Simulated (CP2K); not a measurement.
Consider cyclobutane at its PBE geometry (Å).

```xyz
12

C     0.3026    0.8829   -0.5652
C     1.0451   -0.2861    0.1404
C    -0.3145   -0.7179    0.7586
C    -1.0326    0.1203   -0.3359
H     0.3458    1.8039    0.0321
H     0.5858    1.1242   -1.5976
H     1.4116   -1.0264   -0.5836
H     1.8635   -0.0344    0.8268
H    -0.5374   -1.7912    0.8130
H    -0.4579   -0.2821    1.7568
H    -1.2980   -0.4966   -1.2053
H    -1.9139    0.7036   -0.0402
```

Method: CP2K XAS_TDP, all-electron GAPW, PBEh(45%), aug-cc-pVDZ, TDA, GW2X-corrected core level, no relativity.

Question: Predict the bright core excitations at the C K edge.

Leading lines: C1 289.65 eV. The leading line of an atom is its first one with 35 % of the strongest within 2.5 eV of its lowest line over the strength cut. Core ionisation energies at this level: C1 291.53 eV.

The first six lines of each atom with a strength over 0.0015:

| atom | energy (eV) | states | strength, one atom | above the computed threshold |
| --- | --- | --- | --- | --- |
| C1 (bonded to 2 C and 2 H), 4 alike | 289.65 | 1 | 0.0068 |  |
|  | 290.00 | 1 | 0.0153 |  |
|  | 290.34 | 1 | 0.0082 |  |
|  | 291.37 | 1 | 0.0047 |  |
|  | 291.67 | 1 | 0.0049 | yes |
|  | 291.87 | 1 | 0.0148 | yes |

Lines are vertical, at one geometry, with no vibrational structure. GW2X ionisation energies and lines can be off by 1 to 2 eV either way, and a good line position may hide errors that cancel. These values hold no scalar relativity, about 0.1 eV for C 1s. Rydberg lines, and the discretised continuum above threshold, depend on the basis and the box.

[Banner, clock and machine lines of the logs are left out without a mark of their own.]

[Logs are printed without paths, hosts, clocks, repeated set-up lines and the standing remarks that a program may print on its own settings, such as how far it seeks lower states.]

[Hosts, paths, dates, database ids (printed as entryN), source tags and the programs' standing remarks are cut or masked in the printed files.]
